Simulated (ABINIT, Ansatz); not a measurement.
# AlTlO2 (Fd-3m): G0W0 on several meshes in ABINIT

Wanted: mesh dependence and cost of G0W0 for AlTlO2 (Fd-3m).

Method: LDA and many-body steps on it, plane waves, in ABINIT 10.8.3.

Report form: the programs' logs are mostly left out.

## Step 1: The structure

Symmetry: Fd-3m, No. 227, cubic system. The conventional cell has a = 8.085 Å, b = 8.085 Å, c = 8.085 Å, α = 90.00°, β = 90.00°, γ = 90.00°. Al has 4 O at 1.75 Å nearest. Nearest to Tl lie 12 O at 3.35 Å and 4 Tl at 3.50 Å and 4 Al at 3.50 Å. Nearest to O lie 2 Al at 1.75 Å. Farther neighbours and most contacts between anions are not listed.

The cell and positions are those that the Materials Project relaxed with its own functionals (PBE, PBE+U or r2SCAN), kept fixed. Spin-orbit coupling is left out unless a step names it.

## Step 2: Empty states on the mesh, 2×2×2 mesh, 266 bands

This step: ABINIT 10.8.3; DFT, LDA, plane waves, norm-conserving pseudopotentials.

The sums over transitions need many empty states on a uniform mesh; this step solves for them.

File run.abi:

```
acell 3*1.0 Angstrom
rprim 
  -0.000000000000 4.042720000000 4.042720000000
  4.042720000000 -0.000000000000 4.042720000000
  4.042720000000 4.042720000000 -0.000000000000
ntypat 3
znucl 13 81 8
natom 8
typat 1 1 2 2 3 3 3 3
xred 
  0.250000000000 0.250000000000 0.250000000000
  0.000000000000 -0.000000000000 0.000000000000
  0.750000000000 0.750000000000 0.750000000000
  0.500000000000 0.500000000000 0.500000000000
  0.125000000000 0.125000000000 0.125000000000
  0.625000000000 0.125000000000 0.125000000000
  0.125000000000 0.625000000000 0.125000000000
  0.125000000000 0.125000000000 0.625000000000
pp_dirpath "pseudos"
pseudos "Al.upf, Tl.upf, O.upf"
ecut 36
ngkpt 2 2 2
nshiftk 1
shiftk 0 0 0
kptopt 1
chksymbreak 0
iscf -2
irdden 1
istwfk *1
nband 266
nbdbuf 24
tolwfr 1e-09
nstep 60
prtvol 0
indata_prefix "in"
outdata_prefix "out"
tmpdata_prefix "tmp"
```

Launch:

```bash
OMP_NUM_THREADS=1 mpirun -n 4 abinit run.abi > log
```

Elapsed: 4.2 min, on 4 MPI ranks of Arm Neoverse N1, shared host; peak memory 0.46 GiB; 17 min of CPU time.

This step gave:

| Item | Value |
| --- | --- |
| gap | 2.490 eV |
| k of the valence top | 0.5, 0, 0 |
| k of the conduction bottom | 0.5, 0, 0 |
| least direct gap | 2.490 eV |
| k points computed | 3 |
| lowest point of the top converged band, above the valence top | 72.6598 eV |

On this mesh the gap is 2.490 eV.

The density comes from a self-consistent run that is not shown.

## Step 3: Screening, 2×2×2 mesh, 115 bands, screening to 114.3 eV

The RPA dielectric matrix is built and inverted for each q.

This step: RPA screening on LDA, plane waves, norm-conserving pseudopotentials.

run.abi, as its differences from that of step 2:

```diff
@@ -26,10 +26,11 @@
 chksymbreak 0
-iscf -2
-irdden 1
 istwfk *1
-nband 266
-nbdbuf 24
-tolwfr 1e-09
-nstep 60
-prtvol 0
+occopt 1
+irdwfk 1
+optdriver 3
+nband 115
+ecuteps 4.2
+inclvkb 2
+awtr 1
+symchi 1
 indata_prefix "in"
```

The job ended after 47 s (4 MPI ranks; peak memory 1.4 GiB; 3.2 min of CPU time).

This step gave:

```
ε∞ with local fields, on this mesh, along the program's q direction : 5.386
the same without local fields                                       : 6.177
plasma frequency                                                    : 24.17 eV
plane waves in the screening matrix                                 : 339
```

Local fields lower ε∞ by 13 %. On a Γ-centred mesh this coarse the value itself is usually too large, while a short band sum pulls it down.

## Step 4: 2×2×2

The self-energy is evaluated for the states that the input lists, and the levels follow from it, in one-shot runs by the linearised quasiparticle equation.

This step: G0W0 on LDA, plane waves, norm-conserving pseudopotentials.

run.abi, as its differences from that of step 3:

```diff
@@ -29,8 +29,17 @@
 irdwfk 1
-optdriver 3
+optdriver 4
 nband 115
+gwcalctyp 0
+ecutsigx 36
+symsigma 1
+nkptgw 2
+kptgw 
+  0.5000000000 0.0000000000 0.0000000000
+  0.0000000000 0.0000000000 0.0000000000
+bdgw 
+  26 31
+  26 31
 ecuteps 4.2
-inclvkb 2
-awtr 1
-symchi 1
+irdscr 1
+ppmodel 1
 indata_prefix "in"
```

Run time: 20 s. Hardware: 4 MPI ranks; peak memory 1.2 GiB.

This step gave:

```
G0W0 gap on the points computed              : 3.360 eV
starting gap on the mesh                     : 2.490 eV
k of the valence top                         : 0.5, 0, 0
k of the conduction bottom                   : 0.5, 0, 0
Z at the valence top                         : 0.757
Z at the conduction bottom                   : 0.835
least direct G0W0 gap on the computed points : 3.360 eV
```

The gap on the mesh goes from 2.49 eV to 3.36 eV, a correction of +0.87 eV.

## Step 5: Empty states on the mesh, 4×4×4 mesh, 125 bands

This step: DFT, LDA, plane waves, norm-conserving pseudopotentials.

run.abi, as its differences from that of step 4:

```diff
@@ -21,3 +21,3 @@
 ecut 36
-ngkpt 2 2 2
+ngkpt 4 4 4
 nshiftk 1
@@ -26,20 +26,10 @@
 chksymbreak 0
+iscf -2
+irdden 1
 istwfk *1
-occopt 1
-irdwfk 1
-optdriver 4
-nband 115
-gwcalctyp 0
-ecutsigx 36
-symsigma 1
-nkptgw 2
-kptgw 
-  0.5000000000 0.0000000000 0.0000000000
-  0.0000000000 0.0000000000 0.0000000000
-bdgw 
-  26 31
-  26 31
-ecuteps 4.2
-irdscr 1
-ppmodel 1
+nband 125
+nbdbuf 10
+tolwfr 1e-09
+nstep 60
+prtvol 0
 indata_prefix "in"
```

Elapsed: 2.7 min, on 4 MPI ranks; peak memory 0.52 GiB; 11 min of CPU time.

Numbers from this step:

```
gap                                                           : 2.268 eV
k of the valence top                                          : 0.5, 0, 0
k of the conduction bottom                                    : -0.25, 0.25, 0
least direct gap                                              : 2.441 eV
k points computed                                             : 8
lowest point of the top converged band, above the valence top : 38.94 eV
```

On this mesh the gap is 2.268 eV.

## Step 6: Screening, 4×4×4 mesh, 115 bands, screening to 114.3 eV

This step: RPA screening on LDA, plane waves, norm-conserving pseudopotentials.

run.abi, as its differences from that of step 5:

```diff
@@ -26,10 +26,11 @@
 chksymbreak 0
-iscf -2
-irdden 1
 istwfk *1
-nband 125
-nbdbuf 10
-tolwfr 1e-09
-nstep 60
-prtvol 0
+occopt 1
+irdwfk 1
+optdriver 3
+nband 115
+ecuteps 4.2
+inclvkb 2
+awtr 1
+symchi 1
 indata_prefix "in"
```

The job ended after 5.4 min (4 MPI ranks; peak memory 2.5 GiB; 22 min of CPU time).

This step gave:

```yaml
eps_infinity_with_local_fields_on_this_mesh_along_the_program_s_q_direction: 5.051
the_same_without_local_fields: 5.823
plasma_frequency: 24.17 eV
plane_waves_in_the_screening_matrix: 339
```

## Step 7: 4×4×4

This step: G0W0 on LDA, plane waves, norm-conserving pseudopotentials.

run.abi, as its differences from that of step 6:

```diff
@@ -29,8 +29,19 @@
 irdwfk 1
-optdriver 3
+optdriver 4
 nband 115
+gwcalctyp 0
+ecutsigx 36
+symsigma 1
+nkptgw 3
+kptgw 
+  0.5000000000 0.0000000000 0.0000000000
+  -0.2500000000 0.2500000000 0.0000000000
+  0.0000000000 0.0000000000 0.0000000000
+bdgw 
+  26 31
+  27 30
+  26 31
 ecuteps 4.2
-inclvkb 2
-awtr 1
-symchi 1
+irdscr 1
+ppmodel 1
 indata_prefix "in"
```

Run time: 84 s. Hardware: 4 MPI ranks; peak memory 2.2 GiB.

This step gave:

```
G0W0 gap on the points computed              : 3.224 eV
starting gap on the mesh                     : 2.268 eV
k of the valence top                         : 0.5, 0, 0
k of the conduction bottom                   : -0.25, 0.25, 0
Z at the valence top                         : 0.751
Z at the conduction bottom                   : 0.821
least direct G0W0 gap on the computed points : 3.38 eV
```

Against G0W0 in ABINIT (2×2×2 mesh, 115 bands, screening to 114.3 eV, Godby-Needs plasmon pole), the gap moves by −0.136 eV.

## Step 8: Side by side

Times are wall times on 4 MPI ranks of Arm Neoverse N1, shared host, good to a factor of about two. A run's time includes the screening step that it read.

```csv
run,mesh,bands,screening cutoff (eV),DFT gap (eV),gap on the mesh (eV),direct (eV),ε∞ used,time
2×2×2,2×2×2,115,114.3,2.490,3.360,3.360,5.39,68 s
4×4×4,4×4×4,115,114.3,2.268,3.224,3.380,5.05,6.8 min
```

## Step 9: Results

```json
{
 "2×2×2": "3.360 eV",
 "4×4×4": "3.224 eV",
 "known limits": "not at the basis limit; exchange with frozen shells missing; no spin-orbit coupling; coarse k mesh"
}
```

4×4×4: −0.136 eV against 2×2×2, −0.222 eV of it in the start. Bands and cutoff are finite, so the gap is not at the basis limit. The miss can reach some tenths of an eV and take either sign; the mesh is an error of its own. In the first G0W0 run levels were corrected at 2 k points alone, so a gap called «on the mesh» is the least over those, and an edge elsewhere would be missed. A denser mesh or path gives a starting gap of 2.15 eV: the GW mesh misses a band edge, so its gaps are not the fundamental one. The 2×2×2 mesh is coarse for this cell, which bears on the long-range parts of exchange and screening. Where an edge is built on 6p states of lead, bismuth or thallium, scalar-relativistic gaps usually stand too wide, by a few tenths to over one eV. The norm-conserving file of at least one element keeps a d shell over frozen s and p shells of the same row. Exchange with those shells is missing from the self-energy, an error of 0.3 to 0.9 eV in cases checked, whose sign depends on which edge lies on those atoms. The many-body steps are scalar-relativistic: spin-orbit coupling is not in them.

[Paths, hosts, dates, memory and timing lines, banners, echoed tables and standing remarks are left out of the program output.]

[Logs are printed without paths, hosts, clocks, repeated set-up lines and the standing remarks that a program may print on its own settings, such as how far it seeks lower states.]

[Runs of the session that timed out or met a known fault of the program may be left out.]

[No measured gap is set beside runs whose start may be inverted or whose files or cutoffs have a known fault.]

[Hosts, paths, dates, database ids (printed as entryN), source tags and the programs' standing remarks are cut or masked in the printed files.]

[G0W0 gaps are taken among the corrected bands and points alone; a level outside them can change the order at an edge.]

[Where Ansatz stands beside ABINIT at settings called matched, ABINIT's density can come from a denser mesh and the files from another edition; pairs whose starting gaps differed by over 0.03 eV were left out, so agreement reads better than it is.]
